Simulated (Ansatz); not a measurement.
# The perfect Cu wire along [110], 9 atoms a period, part 2 of 2

Wanted: the relaxed geometry and the bands of the Cu wire along [110], 9 atoms a period.

Ansatz 0.2.0; DFT PBE, plane waves, PAW; relaxation of a wire's period; PAW set soft_1 (the session's first sound run).

So far: Set-up; Relaxing the period.

## 2. Relaxing the period (continued)

Step by step:

| step | energy less that of the first step (eV) | largest force component (eV/Å) | pressure (GPa) | volume (Å³) |
| --- | --- | --- | --- | --- |
| 1 | 0.0000 | 0.6180 | -1.82 | 430.69 |
| 2 | -0.1788 | 0.3372 | -0.93 | 424.06 |
| 3 | -0.2470 | 0.0938 | 0.25 | 415.32 |
| 4 | -0.2458 | 0.0701 | -0.02 | 415.46 |
| 5 | -0.2505 | 0.0026 | -0.01 | 416.63 |
| 6* | -0.2470 | 0.0026 | -0.01 | 416.63 |

Relaxation steps marked * repeat the geometry before them on a plane-wave basis chosen anew for their cell, so energy and pressure can jump there. Relaxation step 4 was tried and not accepted.

Forces are held to the 8 operations that the run works with; a distortion that breaks them can't arise in this run.

| cell as run | before | after | change |
| --- | --- | --- | --- |
| c (Å) | 2.567 | 2.483 | -3.3 % |

The atoms that moved most (Å, along periodic axes as changes of fractional coordinates times the final cell, across vacuum about the mean position):

| atom | dx | dy | dz | length |
| --- | --- | --- | --- | --- |
| Cu4 | -0.106 | 0.000 | 0.000 | 0.106 |
| Cu1 | 0.106 | 0.000 | 0.000 | 0.106 |
| Cu9 | 0.000 | -0.102 | 0.000 | 0.102 |
| Cu2 | 0.000 | 0.102 | 0.000 | 0.102 |
| Cu7 | 0.013 | -0.018 | 0.000 | 0.022 |
| Cu5 | -0.013 | -0.018 | 0.000 | 0.022 |
| Cu8 | 0.013 | 0.018 | 0.000 | 0.022 |
| Cu6 | -0.013 | 0.018 | 0.000 | 0.022 |

Final coordinates:

```cif
data_structure
_symmetry_space_group_name_H-M 'P 1'
_symmetry_Int_Tables_number 1
_cell_length_a 14.0600
_cell_length_b 11.9340
_cell_length_c 2.4830
_cell_angle_alpha 90.000
_cell_angle_beta 90.000
_cell_angle_gamma 90.000
_cell_volume 416.63
loop_
_atom_site_label
_atom_site_type_symbol
_atom_site_fract_x
_atom_site_fract_y
_atom_site_fract_z
_atom_site_occupancy
Cu1 Cu 0.24935 0.49998 0.00000 1
Cu2 Cu 0.50000 0.29345 0.00000 1
Cu3 Cu 0.50000 0.49998 0.00000 1
Cu4 Cu 0.75065 0.49998 0.00000 1
Cu5 Cu 0.36998 0.39093 0.50000 1
Cu6 Cu 0.36998 0.60904 0.50000 1
Cu7 Cu 0.63002 0.39093 0.50000 1
Cu8 Cu 0.63002 0.60904 0.50000 1
Cu9 Cu 0.50000 0.70651 0.00000 1
```

This step gave:

| Quantity | Value |
| --- | --- |
| energy at zero smearing | -59621.0762 eV |
| cell length along the wire | 2.483 Å |

The cell's length comes to 2.483 Å with spin left out.

## 3. The perfect wire

This step: DFT PBE, plane waves, PAW; bands of a perfect wire; PAW set soft_1 (Ansatz 0.2.0).

At the relaxed period the bands are computed along the axis; those that cross an energy going forward count the channels that a perfect wire would open there.

Contents of input.yaml:

```yaml
crystal:
  lattice:
    - [14.06, 0.0, 0.0]
    - [0.0, 11.934, 0.0]
    - [0.0, 0.0, 2.4830205342]
  atoms:
    - { symbol: Cu, position: [0.249348886, 0.499983041, 0.0] }
    - { symbol: Cu, position: [0.5, 0.293454083, 0.0] }
    - { symbol: Cu, position: [0.5, 0.499983041, 0.0] }
    - { symbol: Cu, position: [0.750651114, 0.499983041, 0.0] }
    - { symbol: Cu, position: [0.369981284, 0.390927523, 0.5] }
    - { symbol: Cu, position: [0.369981284, 0.60903856, 0.5] }
    - { symbol: Cu, position: [0.630018716, 0.390927523, 0.5] }
    - { symbol: Cu, position: [0.630018716, 0.60903856, 0.5] }
    - { symbol: Cu, position: [0.5, 0.706512, 0.0] }
kpoints:
  mp_grid: { grid: [1, 1, 33] }
  band_path: { path: ["Γ", Z], npoints: 90 }
scf:
  occupations: { method: fermi_dirac, width: 0.05 }
hamiltonian:
  xc: pbe
  pseudopotentials: { kind: paw, azcp: { folder: soft_1 } }
output:
  dos: { e_range: [-5, 4] }
  write_potential: true
  write_density: true
  volumetric_format: npy
```

On the command line:

```bash
> ansatz run input.yaml --threads 4 --pin off --max-ram 16384MiB --backend cpu --events-out ev --progress --plain --runs-dir out
```

Numbers of over 12 decimals in the logs are rounded to 6 here.

Output:

```text
[...]
Crystal: 9 atoms, lattice volume = 416.631 Å³
Basis set: ecut = 420 eV, 8117 PW (Γ)
Bands: 103, of which v1, the nominal top of the filled ones, is band 86 counted from 1 (85 counted from 0)
Symmetry: 8 space group operations
[...]
k-points: 17 of 33
[...]
SCF iter   1: F=—  HF=-59627.234507 eV  |F-HF|=—  |Δ(HF+E_count)|=         —  Δρ=1.14e-1  dr2=3.36e1  ethr=3.10e-3  ⟨swp⟩=7.6  Hψ=7732  notcnv=0  defer=20
[...]
SCF iter  13: F=-59621.093531 eV  HF=-59621.093531 eV  |F-HF|=1.04e-7  |Δ(HF+E_count)|=   8.51e-8  Δρ=6.31e-6  dr2=9.87e-8  ethr=5.85e-11  ⟨swp⟩=11.9  Hψ=6552  notcnv=0
SCF 1 converged in 13 iterations: F = -59621.093531 eV  dr2 = 9.87e-8
[...]
NSCF: frozen V_eff on 91 k-points
WARN: The output density's exchange-correlation potential varies sharply where the density is thin. Do not read a vacuum level from v_tot or v_xc, or from such a field of the output density. On a cell that repeats whose density bears no net charge and no dipole along the vacuum's axis use v_es (v_loc + v_h of the components); under efield.dipole_correction with no amplitude use v_es + v_field, which holds any externa [...]
SCF converged after 13 iterations
Free energy (F): -59621.093531 eV
[...]
Internal energy: -59621.073206 eV  (E = F + TS)
E sigma→0 (E₀):  -59621.083368 eV
Entropy (-TS):   -0.020325 eV (-2.258 meV/atom)
Fermi energy:    0.848196 eV
[...]
--- Band table (eV; the first three rows and the last of 17) ---
  k-point 0: bands = [... 82 lower, -0.5008, -0.4533, -0.4338, -0.4149, 0.1097, 0.1531, 1.0153, 1.4651, ... 13 higher]
  k-point 1: bands = [... 82 lower, -0.5070, -0.4501, -0.4461, -0.3890, 0.1373, 0.1944, 1.0614, 1.5161, ... 13 higher]
  k-point 2: bands = [... 82 lower, -0.5221, -0.5206, -0.4777, -0.2571, 0.2156, 0.3032, 1.1891, 1.6608, ... 13 higher]
  k-point 16: bands = [... 82 lower, 1.4936, 1.5511, 2.2630, 2.2631, 2.4055, 2.9241, 3.9777, 4.4288, ... 13 higher]
```

Wall time 60 s (4 threads of Arm Neoverse V1, shared host); peak memory 2.2 GiB.

Reading the cycles: dr2 is the Hartree energy of the density residual (eV), the measure of convergence; HF is the Harris–Foulkes estimate of the energy, which meets the free energy F at convergence.

Numbers from this step:

```
energy at zero smearing : -59621.0834 eV
band gap                : 0 eV
```

The electronic bands at the labelled points (eV, zero at the Fermi level):

| point | band 82 | band 83 | band 84 | band 85 | band 86 | band 87 | band 88 | band 89 |
| --- | --- | --- | --- | --- | --- | --- | --- | --- |
| Γ | -1.36 | -1.35 | -1.30 | -1.28 | -1.26 | -0.74 | -0.70 | 0.17 |
| halfway | -1.48 | -1.45 | -1.42 | -0.97 | 0.22 | 0.59 | 0.85 | 1.99 |
| Z | 0.31 | 0.52 | 0.75 | 1.43 | 1.45 | 1.71 | 1.78 | 3.17 |

Between Γ and Z the bands cross the Fermi level 7 times, so a perfect wire would conduct at least 7 G₀, with spin left out.

## 4. What came out

* cell length, PBE: 2.483 Å
* ballistic conductance by band crossings, a lower bound, PBE: 7 G₀

**Reading.** Under PBE the cell's length is 2.48 Å, and the bands cross the Fermi level 7 times between Γ and Z, which gives a perfect wire at least 7 G₀ (opposite crossings within one step of the path cancel in such a count).

[Logs are printed without paths, hosts, clocks, repeated set-up lines and the standing remarks that a program may print on its own settings, such as how far it seeks lower states.]

[Hosts, paths, dates, database ids (printed as entryN), source tags and the programs' standing remarks are cut or masked in the printed files.]
